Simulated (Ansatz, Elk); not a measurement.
# ScSn2Pt2: X-ray structure factors from the self-consistent density

The structure of ScSn2Pt2 used here is made up (a known structure type with other elements) and was relaxed beforehand with r2SCAN. The aim is the Fourier transform of its all-electron density, F(hkl), set beside the sum over free spherical atoms that refinements use.

Program: Elk 11.2.3 (patched build). Level of theory: DFT, PBE, all-electron APW+lo, Dirac cores, scalar-relativistic bands, static density, no spin. Results are calculated unless marked as measured.

The structure was built from a prototype and need not be the compound's stable phase.

## Step 1: Set-up

Symmetry: I4/mmm, No. 139, tetragonal system. The conventional cell has a = 4.482 Å, b = 4.482 Å, c = 10.720 Å, α = 90.00°, β = 90.00°, γ = 90.00°. Nearest to Pt lie 4 Sn at 2.61 Å and 4 Pt at 3.17 Å and 4 Sc at 3.49 Å. Nearest to Sn lie 4 Pt at 2.61 Å and 1 Sn at 2.69 Å and 4 Sc at 3.44 Å. Nearest to Sc lie 8 Sn at 3.44 Å and 8 Pt at 3.49 Å. Farther neighbours are not listed.

## Step 2: Ground state and structure factors

An all-electron density is needed, since X-rays see the cores too. Task 0 finds the density and task 195 Fourier-transforms it; tshift is off so that phases refer to the origin typed.

File elk.in:

```
tasks
  0
  195

xctype
  20

spinpol
  .false.

rgkmax
  7.0

gmaxvr
  14.0

lmaxo
  7

lmaxapw
  8

swidth
  0.002

tshift
  .false.

ramdisk
  .false.

hmaxvr
  5.5

maxscl
  120

epspot
  1e-06

sppath
  './'

avec
  -4.23444069514 4.23444069514 10.12902887493
  4.23444069514 -4.23444069514 10.12902887493
  4.23444069514 4.23444069514 -10.12902887493

atoms
  3
  'Pt.in'
  2
  0.2500000000 0.7500000000 0.5000000000   0.000000 0.000000 0.000000
  0.7500000000 0.2500000000 0.5000000000   0.000000 0.000000 0.000000
  'Sn.in'
  2
  0.6256094051 0.6256094051 0.0000000000   0.000000 0.000000 0.000000
  0.3743905949 0.3743905949 -0.0000000000   0.000000 0.000000 0.000000
  'Sc.in'
  1
  0.0000000000 0.0000000000 -0.0000000000   0.000000 0.000000 0.000000

ngridk
  7 7 7
```

Launch:

```
$ OMP_NUM_THREADS=4 elk
```

Numbers of over 12 decimals in the logs are rounded to 6 here.

The program printed:

```text
┌─────────────────────────┐
│ Elk code version 11.2.3 │
└─────────────────────────┘

All units are atomic (Hartree, Bohr, etc.)

┌─────────────────────────────────────────────────┐
│ Ground-state run starting from atomic densities │
└─────────────────────────────────────────────────┘

Lattice vectors :
  -4.234440695       4.234440695       10.12902887
   4.234440695      -4.234440695       10.12902887
   4.234440695       4.234440695      -10.12902887

Reciprocal lattice vectors :
  0.1525265245E-16  0.7419144297      0.3101573401
  0.7419144297      0.1525265245E-16  0.3101573401
  0.7419144297      0.7419144297      0.1170540923E-16

Unit cell volume      :    726.4737228
Brillouin zone volume :   0.3414441647

Muffin-tin inner radius fraction :   0.1000000000E-01

Nuclei treated as point charges

Species : 1 (Pt)
 parameters loaded from : Pt.in
 name : platinum
 nuclear charge    :   -78.00000000
 electronic charge :    78.00000000
 atomic mass :    355605.4401
 muffin-tin radius :    2.529083940
 number of radial points in muffin-tin :   1393
 inner part over the whole radius :   0.9884866962E-02
 number on inner part of muffin-tin    :    997
 approximate nuclear radius :   0.1029052813E-03
 number of mesh points to nuclear radius :    526
 atomic positions (lattice), magnetic fields (Cartesian) :
  1 :   0.25000000 -0.25000000  0.50000000    0.00000000  0.00000000  0.00000000
  2 :  -0.25000000  0.25000000  0.50000000    0.00000000  0.00000000  0.00000000

Species : 2 (Sn)
 parameters loaded from : Sn.in
 name : tin
 nuclear charge    :   -50.00000000
 electronic charge :    50.00000000
 atomic mass :    216395.0922
 muffin-tin radius :    2.348435087
 number of radial points in muffin-tin :   1193
 inner part over the whole radius :   0.9939616015E-02
 number on inner part of muffin-tin    :    848
 approximate nuclear radius :   0.8828114845E-04
 number of mesh points to nuclear radius :    431
 atomic positions (lattice), magnetic fields (Cartesian) :
  1 :  -0.37439059 -0.37439059  0.00000000    0.00000000  0.00000000  0.00000000
  2 :   0.37439059  0.37439059  0.00000000    0.00000000  0.00000000  0.00000000

Species : 3 (Sc)
 parameters loaded from : Sc.in
 name : scandium
 nuclear charge    :   -21.00000000
 electronic charge :    21.00000000
 atomic mass :    81949.61073
 muffin-tin radius :    2.400000000
 number of radial points in muffin-tin :    993
 inner part over the whole radius :   0.9898716403E-02
 number on inner part of muffin-tin    :    698
 approximate nuclear radius :   0.6711386133E-04
 number of mesh points to nuclear radius :    323
 atomic positions (lattice), magnetic fields (Cartesian) :
  1 :   0.00000000  0.00000000  0.00000000    0.00000000  0.00000000  0.00000000

Total number of atoms per unit cell :    5
Total muffin-tin volume :    301.9335113
 ratio of muffin-tin to unit cell volume :   0.4156151858

Spin treatment :
 spin-unpolarised

Number of Bravais lattice symmetries :   16
Number of crystal symmetries         :   16
Crystal has inversion symmetry
Real symmetric eigensolver will be used

k-point grid :      7     7     7
k-point offset :    0.000000000       0.000000000       0.000000000
k-point set is reduced with full crystal symmetry group
Total number of k-points :       40

Muffin-tin radius times maximum |G+k| :    7.000000000
 using average radius
Maximum |G+k| for APW functions       :    2.879464453
Maximum (1/2)|G+k|²                   :    4.145657768
Maximum |G| for potential and density :    14.00000000
Constant for pseudocharge density :    9
 order of it for each species :   16  16  16
 order of it for pair densities of each species (exact exchange by exxq0 0: 17) :   11   9   9
Radial integration step length :    1

G-vector grid sizes :     54    54    54
Number of G-vectors :    33597

Maximum angular momentum used for
 APW functions            :    8
 outer part of muffin-tin :    7
 inner part of muffin-tin :    2

Total nuclear charge    :   -277.0000000
[...]
total energy                :     -50017.638657213

Density of states at Fermi energy :    74.90851525
 (states/Hartree/unit cell)

Estimated indirect band gap :   0.1780223059E-02
 from k-point 4 to k-point 33
Estimated direct band gap   :   0.2718603993E-02
 at k-point 33

Charges :
 core                        :    166.0000000
 valence                     :    111.0000000
 interstitial                :    10.03747773
 muffin-tins (core leakage)
  species : 1 (Pt)
   atom 1                    :    76.45579605     (  0.7134508013E-03)
[...]
species : 2 (Sn)
[...]
species : 3 (Sc)
[...]
total in muffin-tins        :    266.9625223
 total calculated charge     :    276.9976370
 total charge                :    277.0000000
 error                       :   0.2362955463E-02

RMS change in Kohn-Sham potential (target) :   0.2021375655     (  0.1000000000E-05)
Absolute change in total energy (target)   :   0.5836963924     (  0.1000000000E-03)

[... loops 3 to 15 left out ...]

┌──────────────────┐
│ Loop number : 16 │
└──────────────────┘

Energies :
 Fermi                       :     0.295009
 sum of occupied eigenvalues :     -30575.898429242
 electron kinetic            :      56000.889089236
 core electron kinetic       :      53823.374154809
 Coulomb                     :     -104932.14245040
 Coulomb potential           :     -85159.110283344
 nuclear-nuclear             :     -4144.3941261348
 electron-nuclear            :     -116510.65024922
 Hartree                     :      15722.901924954
 Madelung                    :     -62352.587308729
 xc potential                :     -1417.6772351338
 exchange                    :     -1068.6810907809
 correlation                 :     -15.910517496907
 electron entropic           :    -0.11039820693595E-02
 total energy                :     -50015.846073425

Density of states at Fermi energy :    80.91665996
 (states/Hartree/unit cell)

Estimated indirect band gap :   0.1083193783E-02
 from k-point 3 to k-point 22
Estimated direct band gap   :   0.6750574528E-02
 at k-point 33

Charges :
 core                        :    166.0000000
 valence                     :    111.0000000
 interstitial                :    9.466069649
 muffin-tins (core leakage)
  species : 1 (Pt)
[...]
species : 2 (Sn)
[...]
species : 3 (Sc)
[...]
total in muffin-tins        :    267.5339304
 total calculated charge     :    276.9977798
 total charge                :    277.0000000
 error                       :   0.2220215357E-02

RMS change in Kohn-Sham potential (target) :   0.4404842794E-06 (  0.1000000000E-05)
Absolute change in total energy (target)   :   0.8943556895E-04 (  0.1000000000E-03)

Convergence targets achieved

┌──────────────────┐
│ Loop number : 17 │
└──────────────────┘

Energies :
 Fermi                       :     0.295010
 sum of occupied eigenvalues :     -30575.898379703
 electron kinetic            :      56000.889107403
 core electron kinetic       :      53823.374172722
 Coulomb                     :     -104932.14242573
 Coulomb potential           :     -85159.110331670
 nuclear-nuclear             :     -4144.3941261348
 electron-nuclear            :     -116510.65015124
 Hartree                     :      15722.901851643
 Madelung                    :     -62352.587259897
 xc potential                :     -1417.6771554363
 exchange                    :     -1068.6810897001
 correlation                 :     -15.910517455341
 electron entropic           :    -0.11039822233846E-02
 total energy                :     -50015.846029466

Density of states at Fermi energy :    80.91665440
 (states/Hartree/unit cell)

Estimated indirect band gap :   0.1083189824E-02
 from k-point 3 to k-point 22
Estimated direct band gap   :   0.6750608721E-02
 at k-point 33

Charges :
 core                        :    166.0000000
 valence                     :    111.0000000
 interstitial                :    9.466069563
 muffin-tins (core leakage)
  species : 1 (Pt)
[...]
species : 2 (Sn)
   atom 1                    :    47.63957533     (  0.3002114311E-03)
   atom 2                    :    47.63957533     (  0.3002114311E-03)
  species : 3 (Sc)
   atom 1                    :    18.90420752     ( -0.2163923778E-06)
 total in muffin-tins        :    267.5339304
 total calculated charge     :    276.9977798
 total charge                :    277.0000000
 error                       :   0.2220215162E-02

┌──────────────────────────────┐
│ Self-consistent loop stopped │
└──────────────────────────────┘

Warning : core states of species 1 leak from the muffin-tin :   0.6581091975E-03

Warning : core states of species 2 leak from the muffin-tin :   0.3002114311E-03

Wrote STATE.OUT
```

Elapsed: 53 s, on 4 threads of Intel Xeon Platinum 8559C (Emerald Rapids), shared host; peak memory 0.33 GiB.

SFACRHO.OUT:

```text

h k l indices transformed by vhmat matrix:
   1.000000000       0.000000000       0.000000000    
   0.000000000       1.000000000       0.000000000    
   0.000000000       0.000000000       1.000000000    

      h      k      l  multipl.   |H|            Re(F)            Im(F)           |F|

      0      0      0      1   0.0000000       277.00000      0.32506156E-15   277.00000    
      1      1     -1      2  0.62031468      -131.19962      0.45390105E-13   131.19962    
     -1      0      0      8  0.80413593      -46.009178     -0.20160170E-13   46.009178    
      1     -1      0      4   1.0492254      -37.318567     -0.75989094E-15   37.318567    
      1      2     -2      8   1.1900484       75.009114     -0.25197955E-13   75.009114    
     -1     -1      2      8   1.2188783       149.88780      0.85793722E-13   149.88780    
     -2     -2      2      2   1.2406294       67.643062      0.14289581E-13   67.643062    
     -1      1     -1      4   1.4838289       220.60069     -0.36713921E-13   220.60069    
      0     -2      0      8   1.6082719      -112.07525      0.30237040E-13   112.07525    
     -2     -2      1      8   1.6248185      -186.58788     -0.51816920E-13   186.58788    
      1     -2      1     16   1.6877152      -38.784261     -0.15140050E-13   38.784261    
      3      2     -3      8   1.7191208       64.630443      0.33297323E-17   64.630443    
      3      3     -3      2   1.8609440      -105.13231     -0.45356300E-13   105.13231    
      3      0     -1     16   1.9020944       63.451858     -0.25216998E-13   63.451858    
      3      1     -3      8   1.9341430       60.463122      0.71526997E-15   60.463122    
      2     -2      0      4   2.0984509       194.76662     -0.15031183E-14   194.76662    
     -3     -3      4      8   2.1363489       127.51804     -0.55422718E-13   127.51804    
     -3      1      1      8   2.1882154      -101.65300      0.14118045E-12   101.65300
```

Elk indexes on the primitive cell of elk.in and gives |H| = 4π sin θ/λ in inverse bohr. Below, one row stands for each form hkl of the conventional cell (m members, Friedel mates merged), F is for one primitive cell and the density is static (no thermal factor). Free-atom factors are Waasmaier and Kirfel's, and R is Σm||F|−|F'||/Σm|F|.

| hkl | m | sin θ/λ (Å⁻¹) | abs F, DFT | neutral atoms | diff. |
| --- | --- | --- | --- | --- | --- |
| 002 | 2 | 0.093 | 131.200 | 131.262 | -0.062 |
| 101 | 8 | 0.121 | 46.009 | 45.922 | +0.087 |
| 110 | 4 | 0.158 | 37.319 | 37.357 | -0.039 |
| 103 | 8 | 0.179 | 75.009 | 75.188 | -0.178 |
| 112 | 8 | 0.183 | 149.888 | 150.265 | -0.377 |
| 004 | 2 | 0.187 | 67.643 | 68.084 | -0.440 |
| 200 | 4 | 0.223 | 220.601 | 221.261 | -0.660 |
| 202 | 8 | 0.242 | 112.075 | 112.547 | -0.472 |
| 114 | 8 | 0.244 | 186.588 | 187.185 | -0.597 |
| 211 | 16 | 0.254 | 38.784 | 38.851 | -0.066 |
| 105 | 8 | 0.259 | 64.630 | 64.804 | -0.173 |
| 006 | 2 | 0.280 | 105.132 | 105.573 | -0.441 |
| 213 | 16 | 0.286 | 63.452 | 63.582 | -0.130 |
| 204 | 8 | 0.291 | 60.463 | 60.672 | -0.208 |
| 220 | 4 | 0.316 | 194.767 | 195.036 | -0.269 |
| 116 | 8 | 0.321 | 127.518 | 127.651 | -0.133 |
| 222 | 8 | 0.329 | 101.653 | 101.899 | -0.246 |
| 301 | 8 | 0.338 | 34.884 | 34.816 | +0.068 |
| 215 | 16 | 0.342 | 56.925 | 56.810 | +0.115 |
| 107 | 8 | 0.345 | 35.870 | 35.887 | -0.017 |
| 310 | 8 | 0.353 | 34.243 | 34.352 | -0.109 |
| 206 | 8 | 0.358 | 96.536 | 96.663 | -0.127 |

## Step 3: The highest occupied states alone

An energy window below the Fermi level keeps the highest occupied states, to see at which angles they scatter; shallow core shells can lie inside it and anion s states outside. No new self-consistency is needed.

Edit elk.in of step 2 so:

```diff
@@ -1,3 +1,2 @@
 tasks
-  0
   195
@@ -40,2 +39,5 @@
 
+wsfac
+  -0.072480 0.595010
+
 sppath
```

Launch:

```
$ OMP_NUM_THREADS=4 elk
```

The program printed:

```text
┌─────────────────────────────────┐
│ Elk code version 11.2.3 started │
└─────────────────────────────────┘

Info(readinput): the functional depends on the density's gradient
 muffin-tin radial points multiplied by    2.00000
 (not where nrmtscf is given)

┌────────────────────┐
│ Current task : 195 │
└────────────────────┘
Info(checkmt): changed muffin-tin radius of species 1 (Pt) from   2.8000 to   2.5291
Info(checkmt): changed muffin-tin radius of species 2 (Sn) from   2.6000 to   2.3484

Info(sfacrho): density structure factors written to SFACRHO.OUT

 Energy window :  -0.7248000000E-01  0.5950100000

┌──────────────────┐
│ Elk code stopped │
└──────────────────┘
```

Wall time 11 s (4 threads); peak memory 0.17 GiB; 15 s of CPU time.

States within 10 eV below the Fermi level hold 30.55 electrons; any levels below the window count with the cores, and a count that is not whole means the window cuts a band. Their amplitudes can exceed the total, where window and core parts have opposite phase:

| hkl | sin θ/λ (Å⁻¹) | abs F, window | abs F, all |
| --- | --- | --- | --- |
| 002 | 0.093 | 14.092 | 131.200 |
| 101 | 0.121 | 1.199 | 46.009 |
| 110 | 0.158 | 8.154 | 37.319 |
| 103 | 0.179 | 0.881 | 75.009 |
| 112 | 0.183 | 8.248 | 149.888 |
| 004 | 0.187 | 7.153 | 67.643 |
| 200 | 0.223 | 5.416 | 220.601 |
| 202 | 0.242 | 3.925 | 112.075 |
| 114 | 0.244 | 3.675 | 186.588 |
| 211 | 0.254 | 0.319 | 38.784 |

## Step 4: Another functional

The difference from free atoms is small, so it is set against the change that LDA (Perdew-Wang) makes.

Edit elk.in of step 3 so:

```diff
@@ -1,2 +1,3 @@
 tasks
+  0
   195
@@ -4,3 +5,3 @@
 xctype
-  20
+  3
 
@@ -39,5 +40,2 @@
 
-wsfac
-  -0.072480 0.595010
-
 sppath
```

Launch:

```
$ OMP_NUM_THREADS=4 elk
```

The program printed:

```text
┌─────────────────────────┐
│ Elk code version 11.2.3 │
└─────────────────────────┘

All units are atomic (Hartree, Bohr, etc.)

┌─────────────────────────────────────────────────┐
│ Ground-state run starting from atomic densities │
└─────────────────────────────────────────────────┘

Lattice vectors :
  -4.234440695       4.234440695       10.12902887
   4.234440695      -4.234440695       10.12902887
   4.234440695       4.234440695      -10.12902887

Reciprocal lattice vectors :
  0.1525265245E-16  0.7419144297      0.3101573401
[...]
atom 2                    :    47.66493320     (  0.3028856550E-03)
  species : 3 (Sc)
   atom 1                    :    18.91624737     ( -0.3512659532E-05)
 total in muffin-tins        :    267.6003599
 total calculated charge     :    276.9977834
 total charge                :    277.0000000
 error                       :   0.2216612957E-02

┌──────────────────────────────┐
│ Self-consistent loop stopped │
└──────────────────────────────┘

Warning : core states of species 1 leak from the muffin-tin :   0.6514284428E-03

Warning : core states of species 2 leak from the muffin-tin :   0.3028856550E-03

Wrote STATE.OUT
[key lines of the parts left out:]
total energy                :     -49982.942874609
```

It took 31 s on 4 threads; peak memory 0.23 GiB.

Against the first run R = 0.02 %; the largest change is -0.063 at 220.

## Step 5: Basis size

The basis and the expansions that go with it are enlarged, to see whether the differences are converged.

Edit elk.in of step 4 so:

```diff
@@ -5,3 +5,3 @@
 xctype
-  3
+  20
 
@@ -11,12 +11,12 @@
 rgkmax
-  7.0
+  8.5
 
 gmaxvr
-  14.0
+  18.0
 
 lmaxo
-  7
+  9
 
 lmaxapw
-  8
+  10
```

Launch:

```
$ OMP_NUM_THREADS=4 elk
```

The program printed:

```text
┌─────────────────────────┐
│ Elk code version 11.2.3 │
└─────────────────────────┘

All units are atomic (Hartree, Bohr, etc.)

┌─────────────────────────────────────────────────┐
│ Ground-state run starting from atomic densities │
└─────────────────────────────────────────────────┘

Lattice vectors :
  -4.234440695       4.234440695       10.12902887
   4.234440695      -4.234440695       10.12902887
   4.234440695       4.234440695      -10.12902887

Reciprocal lattice vectors :
  0.1525265245E-16  0.7419144297      0.3101573401
[...]
atom 2                    :    47.65157236     (  0.2998880954E-03)
  species : 3 (Sc)
   atom 1                    :    18.91383698     ( -0.2163884005E-06)
 total in muffin-tins        :    267.6035913
 total calculated charge     :    276.9980335
 total charge                :    277.0000000
 error                       :   0.1966499792E-02

┌──────────────────────────────┐
│ Self-consistent loop stopped │
└──────────────────────────────┘

Warning : core states of species 1 leak from the muffin-tin :   0.6595749364E-03

Warning : core states of species 2 leak from the muffin-tin :   0.2998880954E-03

Wrote STATE.OUT
[key lines of the parts left out:]
total energy                :     -50015.908115230
```

Wall time 2 min (4 threads); peak memory 0.57 GiB.

Against the first run R = 0.01 %; the largest change is -0.032 at 008.

## Step 6: Settings against the effect

| run | R against the first run (%) | R against neutral atoms, low angle (%) | wall time |
| --- | --- | --- | --- |
| PBE, rgkmax 7 | 0.00 | 0.28 | 53 s |
| LDA (Perdew-Wang) | 0.02 | 0.29 | 31 s |
| rgkmax 8.5 with larger expansions | 0.01 | 0.27 | 2 min |

## Step 7: Summary of results

```json
{"R against neutral atoms, sin θ/λ < 0.3 Å⁻¹": "0.28 %", "R against neutral atoms, 0.3 to 0.76 Å⁻¹": "0.13 %"}
```

What this shows: Independent neutral atoms miss the calculated amplitudes by R = 0.28 % below 0.3 Å⁻¹ and 0.13 % from there to 0.76 Å⁻¹; by shells, 0.13 % below 0.15 Å⁻¹ (2 forms), 0.29 % 0.15 to 0.3 (12 forms), 0.10 % 0.3 to 0.45 (22 forms), 0.14 % above 0.45 (113 forms). Bonding, aspherical density and the tables' own atoms all enter these figures, and the runs don't part them. The largest change of an amplitude is -0.66 electrons, at 200. The window's part falls from 30.6 electrons at the origin to at most 0.66 between 0.45 and 0.76 Å⁻¹. Below 0.3 Å⁻¹ the changes that finished (LDA (Perdew-Wang) and rgkmax 8.5 with larger expansions) move F by R = 0.02 % at most, against the 0.28 % that separates it from free atoms. The k-mesh has no finished test. Spin-orbit coupling is left out, which can matter for elements this heavy. Part of the difference isn't bonding: the tables are fits to free atoms and ions calculated by other methods than this functional. Thermal motion, anomalous dispersion and extinction are left out.

[Logs are printed without paths, hosts, clocks, repeated set-up lines and the standing remarks that a program may print on its own settings, such as how far it seeks lower states.]

[Hosts, paths, dates, database ids (printed as entryN), source tags and the programs' standing remarks are cut or masked in the printed files.]
